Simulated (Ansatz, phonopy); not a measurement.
# Grüneisen parameters and expansion of Hf (Hafnium, P6_3/mmc), part 2 of 2

Which modes of Hf (Hafnium) drive its thermal expansion?

Ansatz 0.2.0; DFT LDA, scalar-relativistic, plane waves, PAW; PAW set soft_1.

So far. Step 9 (Phonons, V/V0 0.985): No mode is imaginary beyond numerical noise at the solved wavevectors. The highest zone-centre mode (no LO–TO term) moved by +5.1 % for a volume change of -1.5 %. Step 11 (Lattice dynamics at this volume, V/V0 1.03): No mode is imaginary beyond numerical noise at the solved wavevectors. The highest zone-centre mode (no LO–TO term) moved by -10.1 % for a volume change of +3.0 %.

## 13. Lattice dynamics at this volume, V/V0 0.97

The input, input.yaml:

```yaml
crystal:
  lattice:
    - [3.0866678378, 0.0, 0.0]
    - [-1.5433339189, 2.6731327606, 0.0]
    - [0.0, 0.0, 4.8972081097]
  atoms:
    - { symbol: Hf, position: [0.3333333333, 0.6666666667, 0.25] }
    - { symbol: Hf, position: [0.6666666667, 0.3333333333, 0.75] }
kpoints:
  mp_grid: { grid: [15, 15, 8] }
hamiltonian:
  xc: lda
  pseudopotentials: { kind: paw, azcp: { folder: soft_1 }, xc_functional: pbe }
scf:
  occupations: { method: methfessel_paxton, width: 0.2 }
  lower_state_search: "off"
output:
  eigenvalues: true
phonons:
  method: dfpt
  qmesh: [3, 3, 2]
  temperatures: { t_max: 1000, t_step: 50 }
  qpath:
    path:
      - [[0.0, 0.0, 0.0], [0.5, 0.0, 0.0], [0.33333333, 0.33333333, 0.0], [0.0, 0.0, 0.0], [0.0, 0.0, 0.5], [0.5, 0.0, 0.5], [0.33333333, 0.33333333, 0.5], [0.0, 0.0, 0.5]]
      - [[0.5, 0.0, 0.5], [0.5, 0.0, 0.0]]
      - [[0.33333333, 0.33333333, 0.0], [0.33333333, 0.33333333, 0.5]]
    npoints: 10
```

Launch:

```sh
$ ansatz run input.yaml --threads 18 --pin off --max-ram 92160MiB --backend cuda --events-out ev --progress --plain --runs-dir out --max-vram 78GiB
```

It took 5.8 s on 1 × NVIDIA GB200 with 18 threads of Arm Neoverse V2, shared host; peak memory 2.2 GiB; 20 s of CPU time.

No LO-TO term. The phonon branches at the labelled points (cm⁻¹):

| point | branch 1 | branch 2 | branch 3 | branch 4 | branch 5 | branch 6 |
| --- | --- | --- | --- | --- | --- | --- |
| Γ | 0 | 0 | 0 | 70 | 70 | 125 |
| halfway | 47 | 49 | 101 | 103 | 126 | 131 |
| M | 56 | 82 | 125 | 130 | 147 | 155 |
| halfway | 80 | 89 | 120 | 122 | 144 | 159 |
| K | 106 | 106 | 118 | 118 | 118 | 168 |
| halfway | 55 | 64 | 97 | 124 | 130 | 131 |
| Γ | 0 | 0 | 0 | 70 | 70 | 125 |
| halfway | 24 | 24 | 64 | 64 | 70 | 126 |
| A | 47 | 47 | 47 | 47 | 114 | 114 |
| halfway | 83 | 83 | 89 | 89 | 140 | 140 |
| L | 101 | 101 | 102 | 102 | 165 | 165 |
| halfway | 69 | 69 | 130 | 130 | 162 | 162 |
| H | 52 | 52 | 144 | 144 | 157 | 157 |
| halfway | 74 | 74 | 108 | 108 | 144 | 144 |
| A | 47 | 47 | 47 | 47 | 114 | 114 |
| jump to L | 101 | 101 | 102 | 102 | 165 | 165 |
| halfway | 73 | 94 | 114 | 123 | 158 | 159 |
| M | 56 | 82 | 125 | 130 | 147 | 155 |
| jump to K | 106 | 106 | 118 | 118 | 118 | 168 |
| halfway | 76 | 76 | 126 | 143 | 143 | 161 |
| H | 52 | 52 | 144 | 144 | 157 | 157 |

No mode is imaginary beyond numerical noise at the solved wavevectors. The highest zone-centre mode (no LO–TO term) moved by +10.3 % for a volume change of -3.0 %.

## 14. A cell at another volume, V/V0 1.05

The cell differs from the one that the last finished run ended in (a 3.087 → 3.172 Å, b 3.087 → 3.172 Å, c 4.897 → 5.020 Å).

input.yaml, the sections that differ from step 13:

```yaml
crystal:
  lattice:
    - [3.1717793241, 0.0, 0.0]
    - [-1.585889662, 2.7468414699, 0.0]
    - [0.0, 0.0, 5.0204193038]
  atoms:
    - { symbol: Hf, position: [0.3333333333, 0.6666666667, 0.25] }
    - { symbol: Hf, position: [0.6666666667, 0.3333333333, 0.75] }
output:
  forces: true
  stress: true
  eigenvalues: true
relax:
  adjacent_minimum: "off"
  f_tol: 0.001
  max_steps: 60
  cell: { stress_tol: 0.01, fix: [volume] }
# kpoints, hamiltonian, scf: as in step 13
# phonons: removed
```

Run time: 3.1 s. Hardware: 1 × NVIDIA GB200 with 18 threads; peak memory 1.1 GiB.

## 15. Lattice dynamics at this volume, V/V0 1.05

input.yaml, the sections that differ from step 14:

```yaml
crystal:
  lattice:
    - [3.174630812, 0.0, 0.0]
    - [-1.587315406, 2.7493109309, 0.0]
    - [0.0, 0.0, 5.0114045638]
  atoms:
    - { symbol: Hf, position: [0.3333333333, 0.6666666667, 0.25] }
    - { symbol: Hf, position: [0.6666666667, 0.3333333333, 0.75] }
output:
  eigenvalues: true
phonons:
  method: dfpt
  qmesh: [3, 3, 2]
  temperatures: { t_max: 1000, t_step: 50 }
  qpath:
    path:
      - [[0.0, 0.0, 0.0], [0.5, 0.0, 0.0], [0.33333333, 0.33333333, 0.0], [0.0, 0.0, 0.0], [0.0, 0.0, 0.5], [0.5, 0.0, 0.5], [0.33333333, 0.33333333, 0.5], [0.0, 0.0, 0.5]]
      - [[0.5, 0.0, 0.5], [0.5, 0.0, 0.0]]
      - [[0.33333333, 0.33333333, 0.0], [0.33333333, 0.33333333, 0.5]]
    npoints: 10
# kpoints, hamiltonian, scf: as in step 14
# relax: removed
```

Run time: 5.8 s. Hardware: 1 × NVIDIA GB200 with 18 threads; peak memory 2.3 GiB; 21 s of CPU time.

No mode is imaginary beyond numerical noise at the solved wavevectors. The highest zone-centre mode (no LO–TO term) moved by -17.0 % for a volume change of +5.0 %.

## 16. How the modes move with volume

This step: DFT LDA, scalar-relativistic, plane waves, PAW; PAW set soft_1 (phonopy 4.10.0).

This step gave:

| Property | Result |
| --- | --- |
| share of modes with a negative Grüneisen parameter | 0.045 |

Mean Grüneisen, by row:

| T (K) | heat-capacity-weighted mean | root mean square |
| --- | --- | --- |
| 50 | 0.907 | 1.091 |
| 100 | 1.008 | 1.164 |
| 200 | 1.037 | 1.185 |
| 300 | 1.042 | 1.189 |
| 500 | 1.045 | 1.191 |
| 800 | 1.046 | 1.191 |

Table of mean mode Grueneisen parameter by wavenumber:

| wavenumber (cm⁻¹) | mean mode Grueneisen parameter |
| --- | --- |
| 2.7 | - |
| 8.0 | - |
| 13.4 | -0.248 |
| 18.7 | -0.18 |
| 24.1 | 0.68 |
| 29.4 | 0.187 |
| 34.8 | 0.16 |
| 40.2 | 0.329 |
| 45.5 | 0.206 |
| 50.9 | 0.507 |
| 56.2 | 0.509 |
| 61.6 | 0.53 |
| 66.9 | 0.573 |
| 72.3 | 0.645 |
| 77.6 | 0.629 |
| 83.0 | 0.763 |
| 88.3 | 0.776 |
| 93.7 | 0.932 |
| 99.1 | 0.971 |
| 104.4 | 1.11 |
| 109.8 | 1.23 |
| 115.1 | 1.43 |
| 120.5 | 1.54 |
| 125.8 | 1.36 |
| 131.2 | 1.39 |
| 136.5 | 1.38 |
| 141.9 | 1.42 |
| 147.2 | 1.41 |
| 152.6 | 1.38 |
| 158.0 | 1.35 |

Volume series, by row:

| V/V0 | V (Å³/atom) | pressure (GPa) | E - E0 (meV/atom) | gap (eV) | zero-point energy (meV/atom) | lowest on the path (cm⁻¹) | highest at Gamma without the LO-TO term (cm⁻¹) |
| --- | --- | --- | --- | --- | --- | --- | --- |
| 0.97 | 20.2 | 3.868 | 7.473 | 0 | 20 | 0 | 124.6 |
| 0.985 | 20.52 | 1.871 | 1.85 | 0 | 19.68 | 0 | 118.8 |
| 1 | 20.83 | 0 | 0 | 0 | 19.34 | 0 | 113 |
| 1.015 | 21.14 | -1.752 | 1.693 | 0 | 19 | 0 | 107.3 |
| 1.03 | 21.45 | -3.392 | 6.696 | 0 | 18.66 | 0 | 101.6 |
| 1.05 | 21.87 | -5.417 | 18.16 | 0 | 18.19 | 0 | 93.82 |

Optical frequency at Gamma without the LO-TO term against V/V0:

| V/V0 | mode 4 (cm⁻¹) | mode 6 (cm⁻¹) |
| --- | --- | --- |
| 0.9700 | 70.0 | 125 |
| 0.9850 | 71.7 | 119 |
| 1.0000 | 72.9 | 113 |
| 1.0150 | 73.9 | 107 |
| 1.0300 | 74.7 | 102 |
| 1.0500 | 75.4 | 93.8 |

Grüneisen at points, by row:

| point | branch | frequency (cm⁻¹) | mode Grüneisen parameter |
| --- | --- | --- | --- |
| Γ | 4 | 72.9 | -1.05 |
| Γ | 6 | 113 | 3.39 |
| M | 1 | 56.3 | -0.31 |
| M | 2 | 81.3 | 0.56 |
| M | 3 | 118.4 | 1.78 |
| M | 4 | 126.4 | 0.87 |
| M | 5 | 139.3 | 1.87 |
| M | 6 | 148.3 | 1.58 |
| K | 1 | 103 | 0.96 |
| K | 3 | 113 | 1.4 |
| K | 5 | 113.9 | 1.13 |
| K | 6 | 161 | 1.41 |
| A | 1 | 48.7 | -1.15 |
| A | 5 | 109.5 | 1.46 |
| L | 1 | 97.9 | 1.21 |
| L | 3 | 100 | 0.77 |
| L | 5 | 159.1 | 1.3 |
| H | 1 | 48.8 | 2.13 |
| H | 3 | 139.2 | 1.28 |
| H | 5 | 150.9 | 1.34 |

## 17. Quasi-harmonic fit by phonopy

This step gave:

```yaml
volume_expansion_coefficient_at_300_k: 17.75 1e-6/K
isothermal_bulk_modulus_at_300_k: 116.5 GPa
c_p_at_300_k: 24.56 J/mol-atom/K
grueneisen_parameter_at_300_k: 1.07
```

The energy (each curve on its own zero) by volume; values in meV/atom:

| volume (Å³/atom) | static | F at 0 K | F at 300 K | F at 1300 K |
| --- | --- | --- | --- | --- |
| 20.204 | 7.47 | 8.33 | 10.7 | 20.9 |
| 20.516 | 1.85 | 2.38 | 3.87 | 10.4 |
| 20.828 | 0 | 0.2 | 0.8 | 3.4 |
| 21.141 | 1.69 | 1.55 | 1.21 | -0.33 |
| 21.453 | 6.7 | 6.21 | 4.87 | -1.01 |
| 21.870 | 18.2 | 17.2 | 14.5 | 2.52 |

Phonopy-qha, vinet fit of F(V) at each temperature; no electronic free energy. Qha vinet, by row:

| T (K) | fitted volume (Å³/atom) | alpha_V (1e-6/K) | B_T (GPa) | C_P (J/mol-atom/K) | Grueneisen |
| --- | --- | --- | --- | --- | --- |
| 100 | 20.88 | 13.85 | 119.2 | 20.64 | 1.01 |
| 150 | 20.89 | 15.96 | 118.6 | 22.96 | 1.042 |
| 200 | 20.91 | 16.87 | 117.9 | 23.86 | 1.056 |
| 250 | 20.93 | 17.39 | 117.2 | 24.3 | 1.064 |
| 300 | 20.95 | 17.75 | 116.5 | 24.56 | 1.07 |
| 350 | 20.96 | 18.04 | 115.8 | 24.72 | 1.075 |
| 400 | 20.98 | 18.29 | 115.1 | 24.84 | 1.08 |
| 450 | 21 | 18.52 | 114.4 | 24.93 | 1.085 |
| 500 | 21.02 | 18.73 | 113.7 | 25.01 | 1.089 |
| 550 | 21.04 | 18.94 | 113 | 25.07 | 1.094 |
| 600 | 21.06 | 19.14 | 112.3 | 25.12 | 1.099 |
| 650 | 21.08 | 19.34 | 111.5 | 25.18 | 1.103 |
| 700 | 21.1 | 19.54 | 110.8 | 25.22 | 1.108 |
| 750 | 21.12 | 19.74 | 110.1 | 25.27 | 1.112 |
| 800 | 21.14 | 19.94 | 109.4 | 25.31 | 1.117 |
| 850 | 21.17 | 20.14 | 108.7 | 25.36 | 1.122 |
| 900 | 21.19 | 20.34 | 108 | 25.4 | 1.126 |
| 950 | 21.21 | 20.55 | 107.2 | 25.44 | 1.131 |
| 1000 | 21.23 | 20.76 | 106.5 | 25.48 | 1.136 |
| 1050 | 21.25 | 20.97 | 105.8 | 25.52 | 1.141 |
| 1100 | 21.28 | 21.18 | 105.1 | 25.57 | 1.145 |
| 1150 | 21.3 | 21.4 | 104.4 | 25.61 | 1.15 |
| 1200 | 21.32 | 21.62 | 103.7 | 25.66 | 1.155 |
| 1250 | 21.34 | 21.85 | 102.9 | 25.7 | 1.16 |

Table of volume expansion coefficient, phonopy-qha, Vinet by temperature:

temperature (K), volume expansion coefficient, phonopy-qha, Vinet (1e-6/K) and a bar from the least value:
```
       75       11.5 
      100       13.8 #######
      150       16.0 #############
      175       16.5 ##############
      200       16.9 ###############
      225       17.2 ################
      275       17.6 #################
      300       17.8 ##################
      325       17.9 ##################
      375       18.2 ###################
      400       18.3 ###################
      425       18.4 ####################
      475       18.6 ####################
      500       18.7 #####################
      525       18.8 #####################
      550       18.9 #####################
      600       19.1 ######################
      625       19.2 ######################
      650       19.3 ######################
      700       19.5 #######################
      725       19.6 #######################
      750       19.7 ########################
      800       19.9 ########################
      825       20.0 ########################
      850       20.1 #########################
      875       20.2 #########################
      925       20.4 ##########################
      950       20.6 ##########################
      975       20.6 ##########################
     1025       20.9 ###########################
     1050       21.0 ###########################
     1075       21.1 ###########################
     1125       21.3 ############################
     1150       21.4 ############################
     1175       21.5 #############################
     1200       21.6 #############################
     1250       21.9 ##############################
     1275       22.0 ##############################
```

The fit gives a volume expansion of 17.8 × 10⁻⁶/K at 300 K.

## 18. Results

```
volume expansion coefficient at 300 K  : 17.75 1e-6/K
isothermal bulk modulus at 300 K       : 116.5 GPa
C_P at 300 K                           : 24.56 J/mol-atom/K
Grüneisen parameter at 300 K           : 1.07
mean mode Grüneisen parameter at 300 K : 1.04
```

In words: Near room temperature Hf (Hafnium) expands by 17.8 × 10⁻⁶/K in volume by LDA, with C_P = 24.6 J/(mol K) per mole of atoms and B_T = 117 GPa. The q-mesh is coarse, and the expansion can converge slowly with it. C_P at room temperature is 98 % of the classical 3R an atom. The fit leaves out the electrons' free energy, which adds to C_P and to the expansion of a metal at high temperature. The heat-capacity-weighted Grüneisen parameter goes from 0.907 at 50 K to 1.05 at 800 K; 4 % of the modes stiffen on expansion. Weighting γ by the density of states and each mode's heat capacity at 300 K, modes below 50 cm⁻¹ give about 1 % of the sum of γC that drives the expansion, those up to 110 cm⁻¹ 36 % and the rest 63 %. Among the labelled points γ is largest for branch 6 at Γ (113 cm⁻¹, 3.4) and most negative for branch 1 at A (48.7 cm⁻¹, -1.1). The PAW files were made for PBE and are used here under another functional, for which the program regenerates the frozen cores.

[Logs are printed without paths, hosts, clocks, repeated set-up lines and the standing remarks that a program may print on its own settings, such as how far it seeks lower states.]

[Hosts, paths, dates, database ids (printed as entryN), source tags and the programs' standing remarks are cut or masked in the printed files.]

[A step with changed settings may run another functional than the one named; its input shows which.]


